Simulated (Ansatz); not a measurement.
# MnB4: which shell does photoemission see at 21.2 and 100 eV? (r²SCAN)

The valence band of MnB4 mixes several shells. Work out by hand which one leads the spectrum's area at each photon energy.

Filled states come from the projected DOS of Ansatz 0.2.0 (r²SCAN, plane waves); cross sections σ and asymmetry parameters β are those of free atoms in a Dirac–Hartree–Slater calculation. A shell's area is states × σ × angular factor, which is 1 + β·P₂(cos θ) for linear light, with θ = 54.7° from the polarisation and P₂ = 0.001.

**At 21.2 eV** (states counted from 11.2 eV below the zero; other shells add 0.034 to the products' sum of 43.9):

| shell | filled states a cell | cross section (Mb an electron) | β | angular factor | product | share by hand (%) | share in the simulated spectrum (%) |
| --- | --- | --- | --- | --- | --- | --- | --- |
| Mn 3d | 11.97 | 1.16 | -0.13 | 1.00 | 13.9 | 32 | 32 |
| B 2s | 3.11 | 0.802 | 2.00 | 1.00 | 2.5 | 6 | 6 |
| B 2p | 17.08 | 1.61 | 1.48 | 1.00 | 27.5 | 63 | 63 |

**At 100 eV** (states counted from 18.0 eV below the zero; other shells add 0.014 to the products' sum of 9.82):

```
shell  filled states a cell  cross section (Mb an electron)     β  angular factor  product  share by hand (%)  share in the simulated spectrum (%)
Mn 3d                 12.14                            0.71  0.88            1.00     8.62                 88                                   88
 B 2s                  5.66                           0.117  2.00            1.00    0.664                  7                                    7
 B 2p                 19.32                          0.0272  1.31            1.00    0.525                  5                                    5
```

B 2p leads at 21.2 eV and Mn 3d at 100 eV. Between the two energies σ of B 2p changes by a factor 0.017 and that of Mn 3d by 0.61, so their ratio moves 36-fold in favour of the second. The simulated spectrum uses the same rule on the energy-resolved DOS, so the two share columns agree within a few points.

Only crystals where the two columns agree within 4 points and the lead is clear are worked in this form. Free-atom cross sections ignore the solid's final states, no escape depth or background enters, and the count of states a shell hangs on the projection.

[Logs are printed without paths, hosts, clocks, repeated set-up lines and the standing remarks that a program may print on its own settings, such as how far it seeks lower states.]
